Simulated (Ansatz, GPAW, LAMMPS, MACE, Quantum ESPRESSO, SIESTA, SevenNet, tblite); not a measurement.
# GPAW on rapidly quenched Si24Mg76 (at. %) (110 atoms): settings against a plane-wave reference

Wanted: GPAW inputs and outputs for rapidly quenched Si24Mg76 (at. %) (110 atoms), checked against a plane-wave reference.

Method: the method is named at each step, in GPAW 26.7.0.

**1. The structure**

The cell holds 110 atoms: 26 Si and 84 Mg. Its edges and angles: a = 13.533 Å, b = 13.533 Å, c = 13.533 Å, α = 90.0°, β = 90.0°, γ = 90.0°. 110 atoms (26 Si, 84 Mg) placed at random at 1.75 g/cm³, melted at 2000 K for 10 ps at fixed volume with the MEAM Al-Si-Mg-Cu-Fe potential (Jelinek et al., Phys. Rev. B 85, 245102 (2012)). Quenched from 2000 K to 300 K at 5 K/ps and zero pressure, held 5 ps.

The yardstick, on the same geometry:

* method: Kohn-Sham DFT, PBE, SSSP efficiency 1.3.0 pseudopotentials, plane waves (Quantum ESPRESSO 7.5); sssp-pbe-1.3.0-efficiency, cutoffs 45/360 Ry, Γ point
* r.m.s. force component: 0.3326 eV/Å
* longest force: 1.452 eV/Å
* pressure: -1.376 GPa
* time: 16 min on 1 thread of Arm Neoverse V2, shared host
* CPU time: 16 min

**2. PBE, LCAO dzp, h 0.2 Å**

Method: Kohn-Sham DFT, PBE, PAW, atomic orbitals (dzp).

Contents of run.py:

```python
import numpy as np
from ase.io import read
from gpaw import GPAW, FermiDirac
from ase.parallel import parprint as print

atoms = read("structure.xyz")
atoms.calc = GPAW(
    mode="lcao",
    basis="dzp",
    h=0.2,
    xc="PBE",
    kpts={"size": (1, 1, 1), "gamma": True},
    occupations=FermiDirac(0.05),
    maxiter=200,
    symmetry={"point_group": False},
    txt="gpaw.txt",
)
energy = atoms.get_potential_energy(force_consistent=True)
forces = atoms.get_forces()
print(f"energy {energy:.6f} eV")
print("forces (eV/A)")
for i, (a, f) in enumerate(zip(atoms, forces)):
    print(f"{i:4d} {a.symbol:2s} {f[0]:10.5f} {f[1]:10.5f} {f[2]:10.5f}")
print(f"Fermi level {atoms.calc.get_fermi_level():.4f} eV")
for k in range(len(atoms.calc.get_ibz_k_points())):
    for s in range(atoms.calc.get_number_of_spins()):
        e = atoms.calc.get_eigenvalues(kpt=k, spin=s)
        n = np.searchsorted(e, atoms.calc.get_fermi_level())
        print(f"k {k} spin {s} levels about the Fermi level:", np.round(e[max(n - 6, 0):n], 4).tolist(), "|", np.round(e[n:n + 6], 4).tolist())
```

Contents of structure.xyz:

```xyz
110
Lattice="13.53281 0.00000 0.00000 0.00000 13.53281 0.00000 0.00000 0.00000 13.53281" Properties=species:S:1:pos:R:3 pbc="T T T"
Si 2.56244 12.27751 9.59747
Si 6.23226 12.58308 9.11164
Si 12.96606 9.26429 11.71914
Si 6.62418 7.31029 9.52656
Si 9.44468 1.83045 11.00745
Si 9.93484 1.51216 6.38153
Si 12.92627 0.76460 4.46380
Si 12.98690 10.06597 6.36191
Si 2.24239 2.52630 7.25169
Si 4.48450 6.16122 0.34901
Si 1.80325 10.46966 2.26539
Si 12.05936 0.34103 1.78998
Si 6.06270 8.48900 1.44909
Si 11.27242 8.80187 1.62719
Si 6.33714 0.90156 13.52564
Si 4.21033 9.49665 6.80213
Si 10.43298 11.13074 9.74444
Si 0.96814 6.88143 9.12883
Si 5.56577 3.71273 9.10569
Si 3.84981 6.46435 4.98779
Si 2.11166 2.51372 2.02640
Si 9.29163 4.44201 1.70906
Si 5.07250 1.44923 3.29876
Si 9.08336 11.60466 4.91282
Si 7.85918 8.86900 5.53641
Si 10.71677 7.89721 11.43387
Mg 10.56804 9.07402 4.20681
Mg 4.70942 12.52651 11.73024
Mg 1.81204 7.77027 6.19207
Mg 8.99824 6.29682 6.12982
Mg 10.51161 10.32242 12.59918
Mg 6.97792 11.32087 13.39112
Mg 4.85070 1.92788 6.15337
Mg 12.61150 11.53401 3.78540
Mg 4.53918 12.40566 7.11203
Mg 2.36743 0.96340 4.77519
Mg 1.72476 6.09937 3.41798
Mg 1.27587 13.21195 2.37650
Mg 5.44398 6.14890 2.78952
Mg 4.94949 8.74030 4.32928
Mg 10.31796 3.09008 8.72149
Mg 6.11074 7.20852 6.68670
Mg 1.35585 12.72003 12.39348
Mg 8.32444 6.63635 3.15314
Mg 8.14364 9.61533 11.02532
Mg 4.80266 3.20971 1.12931
Mg 8.64584 12.46845 7.61532
Mg 0.46336 8.25068 0.70168
Mg 9.96082 4.78940 11.45390
Mg 11.55404 12.56088 6.40264
Mg 4.04049 10.23162 0.40247
Mg 2.31235 4.46190 13.23346
Mg 6.91662 4.12859 6.71972
Mg 3.88987 4.69534 7.08064
Mg 13.07933 6.53026 11.54119
Mg 2.10070 9.95419 11.46026
[... 50 atom lines left out ...]
Mg 1.65439 9.68733 8.43568
Mg 2.48449 7.18335 11.71765
Mg 3.18021 8.02103 1.67861
Mg 10.09236 0.43454 3.78905
```

Run with:

```
OMP_NUM_THREADS=1 mpirun -np 2 gpaw python run.py > output.txt
```

Output:

```text
energy -236.995278 eV
forces (eV/A)
   0 Si   -0.63015    0.11049    0.02149
   1 Si    0.58122    0.26228    0.32228
   2 Si   -0.30846    0.09404    0.23116
   3 Si    0.39581    1.31882    0.54942
   4 Si    0.06762   -0.12388    0.34238
   5 Si   -0.01023   -0.04534    0.45204
   6 Si    0.13306   -0.52906   -0.19801
   7 Si    0.01346   -0.19776   -0.09572
   8 Si    0.04388   -0.30158   -0.51508
   9 Si    0.27619   -0.30394   -0.94436
  10 Si   -0.32237   -0.45986   -0.28012
  11 Si   -0.51788   -0.44709   -0.04925
  12 Si   -0.49958   -0.42969   -0.45383
  13 Si    0.03839    0.34153    0.04428
  14 Si    0.11771    0.14804    0.00142
  15 Si   -0.34120    0.24824    0.66066
  16 Si   -0.34724   -0.05985   -0.46982
  17 Si    0.13728    0.09581   -0.48485
  18 Si    0.00463   -1.03533   -0.29300
  19 Si    0.14136   -0.58397    0.00295
  20 Si    0.68856    0.38583    0.39809
  21 Si   -0.15313   -0.06884   -0.15863
  22 Si   -0.07630   -0.21768    0.28779
  23 Si    0.44835   -0.04673   -0.28110
[...]
102 Mg   -0.10729   -0.01365    0.77647
 103 Mg   -0.01076   -0.18970    0.34074
 104 Mg   -0.13474    0.02071    0.28086
 105 Mg   -0.16755   -0.33530   -0.17458
 106 Mg    0.34298    0.04182   -0.25785
 107 Mg    0.34251   -0.40678    0.24629
 108 Mg   -0.06870   -0.28444    0.54459
 109 Mg   -0.28979   -0.31122    0.05779
Fermi level 3.9922 eV
k 0 spin 0 levels about the Fermi level: [3.7756, 3.8109, 3.8675, 3.9197, 3.9358, 3.9742] | [4.0012, 4.0288, 4.1008, 4.1525, 4.181, 4.2107]
```

gpaw.txt:

```text
Input parameters:
  mode=LCAO(),
  basis={'default': 'dzp'},
  h=0.2,
  kpts=MonkhorstPack(size=(1, 1, 1), gamma=True),
  maxiter=200,
  occupations=Occupations(name='fermi-dirac', width=0.05, fixmagmom=False),
  symmetry=Symmetry(point_group=False),
  xc=XC(name='PBE')
Unit cell  # Å
| periodic |         x |         y |         z |   lengths |    angles |
|----------|-----------|-----------|-----------|-----------|-----------|
|      yes | 13.532810 |  0.000000 |  0.000000 | 13.532810 | 90.000000 |
|      yes |  0.000000 | 13.532810 |  0.000000 | 13.532810 | 90.000000 |
|      yes |  0.000000 |  0.000000 | 13.532810 | 13.532810 | 90.000000 |
Number of symmetries: 1
Symmetry operations  # r_c * U_cc + t_c -> r_c
|   | kind |            matrix            |
|---|------|------------------------------|
| 0 |  E   |  1, 0, 0,  0, 1, 0,  0, 0, 1 |
BZ-sampling:
  Number of BZ points: 1
  Number of IBZ points: 1
  Monkhorst-Pack size: [1, 1, 1]
  Monkhorst-Pack shift: [0, 0, 0]
[... lines left out ...]
Reference energy: -662815.121154  # eV
eigensolver:
density mixing:
  MSR1-Mixer
occupation numbers:
  Fermi-Dirac:
    width: 0.0500  # eV
FastPoissonSolver using
    Stencil: 6*3+1=19 point O(h^6) finite-difference Laplacian
xc functional:
  name: PBE with 2 nearest neighbor stencil
interpolation: tri-quintic # 5. degree polynomial
Initialization done in: 9.601 s
convergence criteria:
- Maximum [total energy] change in last 3 cyles: 0.0005 eV / valence electron
- Maximum integral of absolute [dens]ity change: 0.0001 electrons / valence electron
- Maximum integral of absolute [eigenst]ate change: 4e-08 eV^2 / valence electron
maximum number of iterations: 200
SCF iterations
|iter     |      energy | eigst |  dens |
|---------|-------------|-------|-------|
|iter:   1| -240.223111 |      c|       |
|iter:   2| -239.241365 |      c| -1.39 |
|iter:   3| -257.864642 |      c| -1.42 |
|iter:   4| -265.588212 |      c| -1.36 |
|iter:   5| -237.805816 |      c| -1.29 |
|iter:   6| -240.323126 |      c| -1.90 |
|iter:   7| -237.099715 |      c| -1.75 |
|iter:   8| -236.863951 |      c| -2.24 |
|iter:   9| -236.921059c|      c| -2.51 |
|iter:  10| -236.788245c|      c| -2.46 |
|iter:  11| -236.815968c|      c| -2.93 |
[...]
|iter:  15| -236.779579c|      c| -3.85 |
|iter:  16| -236.779383c|      c| -3.69 |
|iter:  17| -236.779381c|      c| -4.17c|
Converged in 17 steps
SCF loop duration: 492.080 s (28.946 s/step)
Energy contributions relative to reference atoms: (reference = -662815.121154)
Energy contributions:
  Kinetic:         377.112506
  Coulomb:        -220.051343
  Zero:              0.151119
  External:          0.000000
  Xc:             -393.775767
  Entropy:          -0.431794
  Spinorbit:         0.000000
  ----------------------------
  Free energy:    -236.995278
  Extrapolated:   -236.779381
dipole moment: (46.518923, -34.346109, -69.014572)  # |e|*Ang
Fermi level: 3.992
Eigenvalues  # (at kpt = [0.000, 0.000, 0.000])
| band index |      eig [eV] | occ [0-2] |
|------------|---------------|-----------|
|          0 |       -72.534 |     2.000 |
|        ... |               |           |
|        464 |         3.705 |     1.994 |
|        465 |         3.725 |     1.990 |
[...]
|        479 |         4.294 |     0.005 |
|        ... |               |           |
|        570 |         7.681 |     0.000 |
Gap: 0.027 eV
Transition (v -> c):
  (s=0, k=0, n=471, [0.00, 0.00, 0.00]) -> (s=0, k=0, n=472, [0.00, 0.00, 0.00])
No difference between direct/indirect transitions
Force computation time: 81.230  # s
```

Wall time 9.7 min (2 MPI ranks of Arm Neoverse V2, shared host); peak memory 3.7 GiB.

Banners, paths, timers and routine set-up lines are dropped from the logs unmarked, and long logs keep their key lines alone; longer cuts are marked.

Numbers from this run, and their distance from the reference:

- r.m.s. force component: 0.3508 eV/Å
- r.m.s. difference of force components: 37.56 meV/Å
- longest difference of force vectors: 126.6 meV/Å
- force difference over r.m.s. force: 11.29 %
- slope of forces against the reference's: 1.05
- correlation of force components: 0.9954

Length of the force difference by element (eV/Å):

```
element  atoms   mean   most
     Mg     84  0.065   0.13
     Si     26  0.037  0.092
```

A closer look about Si12, which has 11 bonded neighbours where the commonest count for Si is 9: 12 atoms, nearest first, numbered in the order of the input, with positions taken from that point.

| atom | x | y | z | distance (Å) | bonds | Fx | Fy | Fz (eV/Å) |
| --- | --- | --- | --- | --- | --- | --- | --- | --- |
| Si12 | 0.00 | 0.00 | 0.00 | 0.00 | 11 | -0.52 | -0.45 | -0.05 |
| Mg110 | -1.97 | 0.09 | 2.00 | 2.81 | 12 | -0.29 | -0.31 | 0.06 |
| Si7 | 0.87 | 0.42 | 2.67 | 2.84 | 9 | 0.13 | -0.53 | -0.20 |
| Mg68 | -0.67 | 2.49 | 1.28 | 2.88 | 10 | 0.01 | 0.46 | 0.11 |
| Mg38 | 2.75 | -0.66 | 0.59 | 2.89 | 11 | -0.61 | 0.10 | -0.28 |
| Mg71 | 1.92 | 1.59 | -1.63 | 2.98 | 8 | -0.49 | -0.57 | -0.39 |
| Mg34 | 0.55 | -2.34 | 2.00 | 3.12 | 12 | 0.27 | 0.11 | 0.10 |
| Mg78 | -1.14 | 2.44 | -1.77 | 3.22 | 11 | 0.18 | 0.13 | 0.02 |
| Mg90 | -2.90 | 0.00 | -1.41 | 3.23 | 12 | -0.33 | -0.35 | 0.10 |
| Mg83 | -2.01 | -2.50 | 0.34 | 3.23 | 11 | 0.27 | 0.40 | -0.54 |
| Mg88 | -0.68 | -0.63 | -3.16 | 3.29 | 9 | 0.44 | 0.03 | 0.09 |
| Mg79 | 1.05 | -2.98 | -1.06 | 3.33 | 10 | -0.36 | 0.74 | -0.27 |

Atoms are counted from 1 here, from 0 in the log.

Forces lie 11 % from the reference's, at 1.2 times its CPU time (on 2 against 1 cores).

**3. PBE, LCAO szp(dzp), h 0.2 Å**

Method: Kohn-Sham DFT, PBE, PAW, atomic orbitals (szp(dzp)).

Edit run.py of step 2 so:

```diff
@@ -3,3 +3,2 @@
 from gpaw import GPAW, FermiDirac
-from ase.parallel import parprint as print
 
@@ -8,3 +7,3 @@
     mode="lcao",
-    basis="dzp",
+    basis="szp(dzp)",
     h=0.2,
```

structure.xyz is that of step 2.

Run with:

```
OMP_NUM_THREADS=1 python run.py > output.txt
```

Output:

```text
energy -217.702455 eV
forces (eV/A)
   0 Si   -0.65224    0.15442    0.00934
   1 Si    0.58917    0.25368    0.32186
   2 Si   -0.36895    0.08260    0.26336
   3 Si    0.39835    1.30887    0.57527
   4 Si    0.03476   -0.13450    0.31661
   5 Si   -0.01335   -0.03681    0.43555
[...]
107 Mg    0.29002   -0.39774    0.26098
 108 Mg   -0.08681   -0.30848    0.50888
 109 Mg   -0.33737   -0.30173    0.03667
Fermi level 4.0767 eV
k 0 spin 0 levels about the Fermi level: [3.8458, 3.8911, 3.9248, 4.0063, 4.0253, 4.0572] | [4.0879, 4.1109, 4.1963, 4.2346, 4.2626, 4.3085]
```

gpaw.txt:

```text
Input parameters:
  mode=LCAO(),
  basis={'default': 'szp(dzp)'},
  h=0.2,
  kpts=MonkhorstPack(size=(1, 1, 1), gamma=True),
  maxiter=200,
  occupations=Occupations(name='fermi-dirac', width=0.05, fixmagmom=False),
[... lines left out ...]
  Fermi-Dirac:
[... lines left out ...]
convergence criteria:
- Maximum [total energy] change in last 3 cyles: 0.0005 eV / valence electron
[... lines left out ...]
Converged in 17 steps
[... lines left out ...]
  Free energy:    -217.702455
[... lines left out ...]
Fermi level: 4.077
[... lines left out ...]
|        ... |               |           |
|        570 |         8.042 |     0.000 |
Gap: 0.031 eV
Transition (v -> c):
  (s=0, k=0, n=471, [0.00, 0.00, 0.00]) -> (s=0, k=0, n=472, [0.00, 0.00, 0.00])
No difference between direct/indirect transitions
Force computation time: 73.681  # s
timing:  # [seconds]
  Total:  602.569  # ━━━━━━━━━━━━━━━━━━━━━━━━━━━━━━━━━━━━━━━━━━━━━━━━━━━━━━━━
  Init:    19.548  # ━━
  SCF:    509.305  # ━━━━━━━━━━━━━━━━━━━━━━━━━━━━━━━━━━━━━━━━━━━━━━━╸
  Forces:  73.681  # ━━━━━━━
```

Run time: 10 min. Hardware: 1 thread; peak memory 2.7 GiB.

Numbers from this run, and their distance from the reference:

```yaml
r_m_s_force_component: 0.3535 eV/Å
r_m_s_difference_of_force_components: 56.03 meV/Å
longest_difference_of_force_vectors: 206.1 meV/Å
force_difference_over_r_m_s_force: 16.84 %
slope_of_forces_against_the_reference_s: 1.051
correlation_of_force_components: 0.9885
```

This is a coarse setting, run to see what it loses.

Against the first run (11 %), the force difference from the reference is 17 %, at 0.52 times the CPU time (on 1 against 2 cores), with 1158 basis functions against 1934: the smaller basis costs accuracy.

**4. PBE, LCAO dzp, h 0.22 Å**

Method: Kohn-Sham DFT, PBE, PAW, atomic orbitals (dzp).

Edit run.py of step 3 so:

```diff
@@ -7,4 +7,4 @@
     mode="lcao",
-    basis="szp(dzp)",
-    h=0.2,
+    basis="dzp",
+    h=0.22,
     xc="PBE",
```

structure.xyz is that of step 3.

Output:

```text
energy -236.610951 eV
forces (eV/A)
   0 Si   -0.62913    0.11179    0.02217
   1 Si    0.57333    0.26157    0.31856
   2 Si   -0.30551    0.09489    0.23058
   3 Si    0.40008    1.31824    0.54791
   4 Si    0.07170   -0.12641    0.34504
   5 Si   -0.01243   -0.04056    0.45178
   6 Si    0.13249   -0.52814   -0.20007
   7 Si    0.01808   -0.19511   -0.09718
   8 Si    0.04420   -0.30452   -0.51350
   9 Si    0.28016   -0.30545   -0.94304
  10 Si   -0.32105   -0.46415   -0.28083
  11 Si   -0.51551   -0.44721   -0.05236
  12 Si   -0.49591   -0.43177   -0.45430
  13 Si    0.04202    0.34237    0.04597
  14 Si    0.11974    0.14940   -0.00498
  15 Si   -0.33740    0.24992    0.65752
  16 Si   -0.34814   -0.05972   -0.47430
  17 Si    0.13805    0.09339   -0.48213
  18 Si    0.00518   -1.04032   -0.29030
  19 Si    0.14177   -0.58439    0.00532
  20 Si    0.68696    0.38130    0.39785
  21 Si   -0.15320   -0.06706   -0.16454
  22 Si   -0.07599   -0.21413    0.28697
  23 Si    0.44542   -0.04444   -0.28368
[...]
102 Mg   -0.11020   -0.01840    0.78246
 103 Mg   -0.01461   -0.19269    0.33779
 104 Mg   -0.13359    0.01994    0.28010
 105 Mg   -0.16846   -0.33572   -0.17431
 106 Mg    0.33448    0.04353   -0.26377
 107 Mg    0.34134   -0.40328    0.24665
 108 Mg   -0.06792   -0.28715    0.54431
 109 Mg   -0.28525   -0.31225    0.06523
Fermi level 3.9922 eV
k 0 spin 0 levels about the Fermi level: [3.7757, 3.8109, 3.8676, 3.9197, 3.9358, 3.9742] | [4.0012, 4.0289, 4.1008, 4.1525, 4.181, 4.2108]
```

gpaw.txt:

```text
Input parameters:
  mode=LCAO(),
  basis={'default': 'dzp'},
  h=0.22,
  kpts=MonkhorstPack(size=(1, 1, 1), gamma=True),
  maxiter=200,
  occupations=Occupations(name='fermi-dirac', width=0.05, fixmagmom=False),
  symmetry=Symmetry(point_group=False),
  xc=XC(name='PBE')
Unit cell  # Å
| periodic |         x |         y |         z |   lengths |    angles |
[... lines left out ...]
  Fermi-Dirac:
[... lines left out ...]
convergence criteria:
- Maximum [total energy] change in last 3 cyles: 0.0005 eV / valence electron
[... lines left out ...]
Converged in 17 steps
[... lines left out ...]
  Free energy:    -236.610951
  Extrapolated:   -236.395047
dipole moment: (46.576848, -34.398405, -69.092511)  # |e|*Ang
Fermi level: 3.992
Eigenvalues  # (at kpt = [0.000, 0.000, 0.000])
| band index |      eig [eV] | occ [0-2] |
|------------|---------------|-----------|
|          0 |       -72.534 |     2.000 |
|        ... |               |           |
|        464 |         3.705 |     1.994 |
|        465 |         3.725 |     1.990 |
[...]
|        479 |         4.294 |     0.005 |
|        ... |               |           |
|        570 |         7.681 |     0.000 |
Gap: 0.027 eV
Transition (v -> c):
  (s=0, k=0, n=471, [0.00, 0.00, 0.00]) -> (s=0, k=0, n=472, [0.00, 0.00, 0.00])
No difference between direct/indirect transitions
Force computation time: 108.182  # s
timing:  # [seconds]
  Total:  820.214  # ━━━━━━━━━━━━━━━━━━━━━━━━━━━━━━━━━━━━━━━━━━━━━━━━━━━━━━━━
  Init:    20.672  # ━╸
  SCF:    691.324  # ━━━━━━━━━━━━━━━━━━━━━━━━━━━━━━━━━━━━━━━━━━━━━━━
  Forces: 108.182  # ━━━━━━━╸
```

The job ended after 14 min (1 thread; peak memory 2.1 GiB).

Compared with the plane-wave run:

```yaml
r_m_s_force_component: 0.3508 eV/Å
r_m_s_difference_of_force_components: 37.5 meV/Å
longest_difference_of_force_vectors: 124.3 meV/Å
force_difference_over_r_m_s_force: 11.28 %
slope_of_forces_against_the_reference_s: 1.05
correlation_of_force_components: 0.9954
energy_less_the_same_level_run_s: 3.494 meV/atom
r_m_s_force_difference_from_the_same_level_run: 2.948 meV/Å
```

This is a coarse setting, run to see what it loses.

Against the first run (11 %), the force difference from the reference is 11 %, at 0.70 times the CPU time (on 1 against 2 cores): the change moves forces by 2.9 meV/Å r.m.s., so most of the difference comes from elsewhere.

[end of part 1 of 2]

[Also dropped from logs without a mark: logging warnings of Python, and SIESTA's first energy breakdown and zero terms.]

[Logs are printed without paths, hosts, clocks, repeated set-up lines and the standing remarks that a program may print on its own settings, such as how far it seeks lower states.]

[Hosts, paths, dates, database ids (printed as entryN), source tags and the programs' standing remarks are cut or masked in the printed files.]
